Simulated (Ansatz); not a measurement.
# Formation energy and levels of the hydrogen on a lattice site H_Cl in K2NaCl3 (P-3m1)

Wanted: the transition levels of a hydrogen on a lattice site in K2NaCl3 (P-3m1), from a cell of 54 host atoms with 1 Cl taken out and 1 H put in.

Program: Ansatz 0.2.0. Level of theory: place-levels on PBEsol runs: charge-transition levels and formation energies with image-charge correction and potential alignment at the atomic sites. Results are calculated unless marked as measured.

## (1) The starting structure

The cell holds 54 atoms: 18 K, 9 Na, 26 Cl and 1 H. Cell: a = 12.754 Å, b = 12.754 Å, c = 10.514 Å, α = 90.0°, β = 90.0°, γ = 120.0°. It derives from K2NaCl3 (space group P-3m1). Nearest the centre at fractional (0.667, 0.667, 0.500): H54 at 0.00 Å, K32 at 3.09 Å, K43 at 3.09 Å, K50 at 3.09 Å, K49 at 3.09 Å, K25 at 3.09 Å, K26 at 3.09 Å, Cl42 at 4.25 Å.

The host's dielectric constants go in as inputs: 2.45 for the electrons alone, (5.79, 5.79, 5.54) with the ions, from a response run on this crystal (DFPT, PBEsol) at that run's own cell.

The cell's shortest repeat is 10.5 Å.

## (2) What was run first

Levels follow from differences of total energies between charge states, each relaxed by itself.

Each atom starts 0.05 Å or so off its site in a random direction: a symmetric start keeps its symmetry, and would miss off-centre moves and Jahn–Teller distortions. Forces are taken at one point at (¼, ¼, ¼). The cell holds 1 electron more than the neutral one, with a uniform background that keeps it neutral on the whole. The electron count is odd, so at least one spin is unpaired; this run locks the moment at 1 μB.

The sampling was tested on the host first: at the k-points planned (1x1x1 shifted 0.25 0.25 0.25) its energy lies -0.001 eV an atom from the dense-mesh value, under the bound of 0.02 eV set for this test; that bounds the host's error, not the defect's.

One of the inputs; charge, spin and start change from state to state.

Input file qm1_M1.relax/input.yaml:

```yaml
crystal:
  lattice:
    - [12.75422856, 0.0, 0.0]
    - [-6.37711428, 11.04548594, 0.0]
    - [0.0, 0.0, 10.51352333]
  atoms:
    - { symbol: K, position: [0.11111111, 0.22222222, 0.67778039] }
    - { symbol: K, position: [0.22222222, 0.11111111, 0.32221961] }
[... 3 atom lines left out ...]
    - { symbol: Cl, position: [0.0, 0.0, 0.5] }
[... 11 atom lines left out ...]
    - { symbol: Cl, position: [0.0, 0.66666667, 0.5] }
    - { symbol: K, position: [0.44444444, 0.22222222, 0.67778039] }
[... 5 atom lines left out ...]
    - { symbol: K, position: [0.44444444, 0.55555556, 0.67778039] }
    - { symbol: K, position: [0.55555556, 0.44444444, 0.32221961] }
[... 1 atom line left out ...]
    - { symbol: Cl, position: [0.44444444, 0.55555556, 0.14426665] }
    - { symbol: Cl, position: [0.55555556, 0.44444444, 0.85573335] }
    - { symbol: Cl, position: [0.33333333, 0.33333333, 0.5] }
[... 1 atom line left out ...]
    - { symbol: K, position: [0.55555556, 0.77777778, 0.32221961] }
[... 2 atom lines left out ...]
    - { symbol: Cl, position: [0.55555556, 0.77777778, 0.85573335] }
    - { symbol: Cl, position: [0.33333333, 0.66666667, 0.5] }
[... 5 atom lines left out ...]
    - { symbol: Cl, position: [0.66666667, 0.0, 0.5] }
    - { symbol: K, position: [0.77777778, 0.55555556, 0.67778039] }
[... 2 atom lines left out ...]
    - { symbol: Cl, position: [0.77777778, 0.55555556, 0.14426665] }
[... 1 atom line left out ...]
    - { symbol: Cl, position: [0.66666667, 0.33333333, 0.5] }
    - { symbol: K, position: [0.77777778, 0.88888889, 0.67778039] }
    - { symbol: K, position: [0.88888889, 0.77777778, 0.32221961] }
[... 1 atom line left out ...]
    - { symbol: Cl, position: [0.77777778, 0.88888889, 0.14426665] }
    - { symbol: Cl, position: [0.88888889, 0.77777778, 0.85573335] }
    - { symbol: H, position: [0.66666667, 0.66666667, 0.5] }
  host:
    repeats: [3, 3, 1]
    atoms:
      - { symbol: K, position: [0.33333333, 0.66666667, 0.67778039] }
      - { symbol: K, position: [0.66666667, 0.33333333, 0.32221961] }
      - { symbol: Na, position: [0.0, 0.0, 0.0] }
      - { symbol: Cl, position: [0.33333333, 0.66666667, 0.14426665] }
      - { symbol: Cl, position: [0.66666667, 0.33333333, 0.85573335] }
      - { symbol: Cl, position: [0.0, 0.0, 0.5] }
total_charge: -1
basis:
  ecutwfc: 420
  xc_grid: 2
hamiltonian:
  xc: pbesol
kpoints:
  mp_grid: { grid: [1, 1, 1], shift: [0.25, 0.25, 0.25] }
magnetization:
  spin_polarized: true
  initial_magnetization: 1
  spin_locking: { lock_magnetization: hard }
scf:
  occupations: { method: fixed }
  max_iter: 60
output:
  forces: true
  charged_corrections:
    epsilon: 2.45
    static_epsilon: [5.79, 5.79, 5.54]
    defect_position: [0.666667, 0.666667, 0.5]
relax:
  f_tol: 0.02
  max_steps: 80
  random_displacement: { amplitude: 0.05, seed: 7674 }
checkpoint:
  write: "../qm1_M1.relax.run"
  compress: false
  write_wavefunctions: true
  write_every: 100000
```

The run is started by

```
$ ansatz run input.yaml --threads 4 --pin off --max-ram 7536MiB --backend cpu --events-out ev --progress --plain --runs-dir out
```

Defect states can disperse in a cell of this size, so the energy is taken again at a 2×2×2 shifted mesh, on the relaxed structure.

The run of this state that the levels use, under PBEsol:

Input file qm1_M1.point/input.yaml:

```yaml
crystal:
  checkpoint: "../qm1_M1.relax.run"
  host: checkpoint
total_charge: -1
basis:
  ecutwfc: 420
  xc_grid: 2
hamiltonian:
  xc: pbesol
kpoints:
  mp_grid: { grid: [2, 2, 2], shift: [0.5, 0.5, 0.5] }
magnetization:
  spin_polarized: true
  initial_magnetization: 1
  spin_locking: { lock_magnetization: hard }
scf:
  occupations: { method: fermi_dirac, width: 0.01 }
  max_iter: 60
output:
  forces: true
  eigenvalues: true
  charged_corrections:
    epsilon: 2.45
    static_epsilon: [5.79, 5.79, 5.54]
    defect_position: [0.666667, 0.666667, 0.5]
  eigenstates: { localisation: true }
  populations: true
  efg: {}
  band_densities: [{ bands: [v1, v1] }, { bands: [c1, c1] }]
  write_density: true
  write_potential: true
  volumetric_format: npy
checkpoint:
  read: "../qm1_M1.relax.run"
  write: "../qm1_M1.point.run"
  compress: false
  write_wavefunctions: false
  write_every: 100000
```

Relaxations under PBEsol at one point at (¼, ¼, ¼); times on 4 threads of Arm Neoverse V1, shared host:

| charge | moment (μB) | occupations | outcome | steps | largest displacement against the far atoms (Å) | time |
| --- | --- | --- | --- | --- | --- | --- |
| −1 | 1 | fixed | converged | 3 | 0.13 | 2 min |
| 0 | 0 | fixed | converged | 4 | 0.12 | 69 s |
| +1 | 1 | fixed | converged | 5 | 0.23 | 3.4 min |

Single points under PBEsol at a 2×2×2 shifted mesh; times on 4 threads of Arm Neoverse V1, shared host:

| charge | moment (μB) | occupations | outcome | time |
| --- | --- | --- | --- | --- |
| −1 | 1 | fermi-dirac | converged | 5 min |
| 0 | 0 | fermi-dirac | converged | 2.1 min |
| +1 | 1 | fermi-dirac | converged | 4.3 min |

Distances (Å) from H54 to the nearest atoms after relaxation with PBEsol:

| charge | moment (μB) | 1. | 2. | 3. | 4. | 5. | 6. |
| --- | --- | --- | --- | --- | --- | --- | --- |
| −1 | 1 | K 2.95 | K 2.96 | K 2.96 | K 2.96 | K 2.97 | K 2.98 |
| 0 | 0 | K 2.97 | K 2.97 | K 2.97 | K 2.97 | K 2.97 | K 2.98 |
| +1 | 1 | K 3.25 | K 3.28 | K 3.30 | K 3.32 | K 3.33 | K 3.36 |

## (3) Levels against the band edges, PBEsol

A charged cell interacts with its images and the background, and its potential has another zero than the host's. place-levels removes the first by a point-charge model, screened by the static dielectric constant since the ions have relaxed around the charge, and the second by comparing potentials at atoms far from the defect.

The host is a run of the defect-free crystal in the same cutoffs, grids and k-points, so that basis and sampling errors cancel in part in the differences. The host is run in a cell of 6 atoms on a matching mesh. Its band edges are searched through the zone by a band path, so the gap is smaller than, or equal to, that on the mesh. Chemical potentials are energies per atom of Cl (Cl2 molecule) and H (H2 molecule), run with the same functional and cutoff.

Input file levels.point.yaml:

```yaml
host:
  run: host.point.run
states: [qm1_M1.point.run, q0.point.run, qp1_M1.point.run]
geometry_from:
  qm1_M1.point.run: qm1_M1.relax.run
  q0.point.run: q0.relax.run
  qp1_M1.point.run: qp1_M1.relax.run
  host.point.run: host.relax.run
chemical_potentials:
  Cl:
    energy: -1060.711994
    dataset: "<sha256 of the dataset>"
  H:
    energy: -15.609288
    dataset: "<sha256 of the dataset>"
epsilon: 2.45
static_epsilon: [5.79, 5.79, 5.54]
vertical:
  - { from: qm1_M1.point.run, to: qm1_M1.point_neutral.run }
  - { from: qp1_M1.point.run, to: qp1_M1.point_neutral.run }
```

The run is started by

```
$ ansatz place-levels levels.point.yaml -- --threads 4 --pin off --max-ram 7536MiB
```

Numbers of over 12 decimals in the logs are rounded to 6 here.

Output:

```text
[... repeated set-up lines and file paths are left out, and long positions are rounded to six places ...]
(+1/0) 0.858 eV above the valence edge, 4.132 eV under the conduction edge
(0/-1) 5.044 eV above the valence edge (+5.671 eV without the band-filling correction), in the conduction band
formation energy of charge +1: +2.769 eV with the Fermi level at the valence edge
formation energy of charge 0: +3.627 eV with the Fermi level at the valence edge
formation energy of charge -1: +8.671 eV with the Fermi level at the valence edge
vertical -1 to 0: no energy, since no alignment is typed
  the change from vertical[0].from (qm1_M1.point.run) to vertical[0].to (qm1_M1.point_neutral.run): by its potential at epsilon 2.45 it stands at 0.174 0.176 0.998, with an rms radius of about 6.9 Å (4.2 4.2 3.6 Å across the planes of the cell's vectors); [...]
vertical +1 to 0: no energy, since no alignment is typed
  the change from vertical[1].from (qp1_M1.point.run) to vertical[1].to (qp1_M1.point_neutral.run): by its potential at epsilon 2.45 it stands at 0.670 0.672 0.501, with an rms radius of about 0.0 Å (0.0 0.0 0.0 Å across the planes of the cell's vectors); [...]
  edges by pbesol, gap 4.990 eV; the host is sampled to repeats of 25.51 Å
  the defect's cells are sampled to repeats of 25.51 Å, like sampling
  charge +1: -68268.3811 eV with its correction of +0.214 eV, at epsilon [5.79, 5.79, 5.54], aligned at sites: -0.1018 eV, mean over 35 atomic sites at or beyond 5.26 Å from the defect at [0.6667, 0.6667, 0.5000], with +0.000000 for the charge's moments and [...]
  charge 0: +0.000 eV for its dipole among its images, +0.000 omitted
  charge -1: -68259.6375 eV with its correction of +0.331 eV, at epsilon [5.79, 5.79, 5.54], aligned at sites: -0.0149 eV, mean over 35 atomic sites at or beyond 5.26 Å from the defect at [0.6667, 0.6667, 0.5000], with +0.000000 for the charge's moments and [...]
  of states[2] (qp1_M1.point.run): its displacements don't fall off away from the defect: farther atoms stand 0.058 Å off the host's places. [...]
  of states[1] (q0.point.run): its displacements don't fall off away from the defect: farther atoms stand 0.029 Å off the host's places. [...]
  of states[0] (qm1_M1.point.run): it parts from the run at its places by a charge that spreads by about 4.2 Å along one vector (1.9 Å or more is wide), by its potential at epsilon 2.45, taken for that of held ions (one typed too small widens it), where the [...]
  of vertical[0].from (qm1_M1.point.run): its displacements don't fall off away from the defect: farther atoms stand 0.031 Å off the host's places. [...]
  of vertical[0].to (qm1_M1.point_neutral.run): its displacements don't fall off away from the defect: farther atoms stand 0.031 Å off the host's places. [...]
  of vertical[1].from (qp1_M1.point.run): its displacements don't fall off away from the defect: farther atoms stand 0.058 Å off the host's places. [...]
  of vertical[1].to (qp1_M1.point_neutral.run): its displacements don't fall off away from the defect: farther atoms stand 0.058 Å off the host's places. [...]
```

Run time: 0.35 s. Hardware: 4 threads of Arm Neoverse V1, shared host.

Levels between the charges placed, in eV above the valence top:

|  | gap (eV) | (+1/0) | (0/−1) |
| --- | --- | --- | --- |
| PBEsol | 4.99 | 0.86 | 5.04 |

Corrections by state:

| charge | moment (μB) | image terms and alignment (eV) | band filling (eV) | ε used | over the lowest of its charge, as the program ranks them, band filling apart (eV) |
| --- | --- | --- | --- | --- | --- |
| +1 | 1.0 | 0.214 | - | principal values (5.54, 5.79, 5.79) | 0.000 |
| 0 | 0.0 | 0.000 | - | - | 0.000 |
| −1 | 1.0 | 0.331 | -0.628 | principal values (5.54, 5.79, 5.79) | 0.000 |

The charged structures listed were also run neutral, and place-levels reads from each pair, by the potential or the spins, how wide the charge is by which they differ; that can be the carrier of either run.

| charge | rms radius (Å) | spread where it is widest against the cell (Å) | wide from (Å) | reading |
| --- | --- | --- | --- | --- |
| +1 | 0.0 | 0.00 | 1.91 | narrow |
| −1 | 6.9 | 4.17 | 1.91 | wide |

The neutral runs of these pairs need not share the spin of the lowest neutral state, and very wide values only mean spread over the cell.

From the program's caveats on the states, each cut to its opening words:

- charge +1 (1 μB): its displacements don't fall off away from the defect: farther atoms stand 0.058 Å off the host's places
- charge +1 (1 μB): flagged: stability check not made
- charge 0: its displacements don't fall off away from the defect: farther atoms stand 0.029 Å off the host's places
- charge −1 (1 μB): it parts from the run at its places by a charge that spreads by about 4.2 Å along one vector (1.9 Å or more is wide), by its potential at epsilon 2.45, taken [...]
- charge −1 (1 μB): a band-filling correction moves a carrier to the host's band edge, which changes its energy by -0.628 eV
- charge −1 (1 μB): its displacements don't fall off away from the defect: farther atoms stand 0.031 Å off the host's places
- charge −1 (1 μB): its moments are held at its close (magnetization.spin_locking), by a field of 0.093 eV a Bohr magneton, and its energy and levels are of the state that this [...]

Chemical potentials of the elements' reference phases, run alike. Formation energy by charge state (elemental references; gap 4.99 eV):

| charge | at valence top (eV) | at conduction bottom (eV) | correction included (eV) |
| --- | --- | --- | --- |
| +1 | 2.77 | 7.76 | 0.21 |
| 0 | 3.63 | 3.63 | 0.00 |
| −1 | 8.67 | 3.68 | -0.30 |

(Fermi level (eV), lowest formation energy (eV)): (0.00, 2.77), (0.45, 3.22), (0.91, 3.63), (1.36, 3.63), (1.81, 3.63), (2.27, 3.63), (2.72, 3.63), (3.18, 3.63), (3.63, 3.63), (4.08, 3.63), (4.54, 3.63), (4.99, 3.63)

## (4) The same at the relaxations' own k-points

The relaxations' own energies give the levels at their sampling, for comparison.

Input file levels.relax_mesh.yaml:

```yaml
host:
  run: host.relax.run
states: [qm1_M1.relax.run, q0.relax.run, qp1_M1.relax.run]
chemical_potentials:
  Cl:
    energy: -1060.711994
    dataset: "<sha256 of the dataset>"
  H:
    energy: -15.609288
    dataset: "<sha256 of the dataset>"
```

The run is started by

```
$ ansatz place-levels levels.relax_mesh.yaml -- --threads 4 --pin off --max-ram 7536MiB
```

Output:

```text
(+1/0) 0.862 eV above the valence edge, 4.129 eV under the conduction edge
[...]
formation energy of charge +1: +2.771 eV with the Fermi level at the valence edge
formation energy of charge 0: +3.633 eV with the Fermi level at the valence edge
formation energy of charge -1: +8.678 eV with the Fermi level at the valence edge
  edges by pbesol, gap 4.991 eV; the host is sampled to repeats of 16.53 Å
[... the lines on each state left out ...]
```

The job ended after 0.11 s (4 threads).

Levels between neighbouring charges, in eV above the valence top:

|  | gap (eV) | (+1/0) | (0/−1) |
| --- | --- | --- | --- |
| one point at (¼, ¼, ¼) | 4.99 | 0.86 | 5.04 |
| a 2×2×2 shifted mesh | 4.99 | 0.86 | 5.04 |

Going from one point at (¼, ¼, ¼) to a 2×2×2 shifted mesh moves the levels that carry no band-filling term by up to 0.00 eV and formation energies against the elements by up to 0.01 eV; band-filling terms, which differ between samplings, are in these energies.

## (5) What came out

| Quantity | Value |
| --- | --- |
| gap of the host | 4.99 eV (PBEsol) |
| level (plus 1/0) | 0.86 eV above the valence top |
| level (0/minus 1) | 5.04 eV above the valence top, past the conduction bottom (5.67 eV above the valence top without the band-filling term) |
| lowest of the charges placed, just above the valence top (0.02 eV) | +1 |
| lowest of the charges placed, just below the conduction bottom (0.02 eV) | 0 |
| lowest formation energy at mid-gap of the charges run, elemental references | 3.63 eV |

What this shows: Of the charges placed (−1, 0 and +1), the lowest changes at 0.86 eV (+1/0) above the valence top, in a gap of 4.99 eV. Charges above +1 were not placed, so these runs say nothing of levels that involve them. States placed: +1 at 1 μB; 0 at 0 μB; −1 at 1 μB. Other spin states or structures, where not listed, weren't placed. The program finds carriers beyond a band edge of the host and adds a band-filling term at charge −1 (-0.63 eV); steps to such a charge show no bound level, and a defect level inside a band would be read the same way. H is taken at its element; compounds, which aren't counted here, bound the chemical potentials and would shift these formation energies. Going from one point at (¼, ¼, ¼) to a 2×2×2 shifted mesh moves the levels that carry no band-filling term by up to 0.00 eV and formation energies against the elements by up to 0.01 eV; band-filling terms, which differ between samplings, are in these energies. Limits: PBEsol makes the gap too small and tends to spread out bound carriers; where a gas molecule sets a chemical potential or the host's formation energy, its binding is uncorrected.

[Logs are printed without paths, hosts, clocks, repeated set-up lines and the standing remarks that a program may print on its own settings, such as how far it seeks lower states.]

[Hosts, paths, dates, database ids (printed as entryN), source tags and the programs' standing remarks are cut or masked in the printed files.]

[Where a table of states has a column of steps, it counts the stored structures, which are thinned; the runs took as many ionic steps or more.]

[A defect's name tells the site on which it was built; relaxed atoms can leave that site.]

[For some hosts the program warned that the k-mesh of the response run may be too coarse for force constants and the static dielectric constant; such warnings are not shown here.]
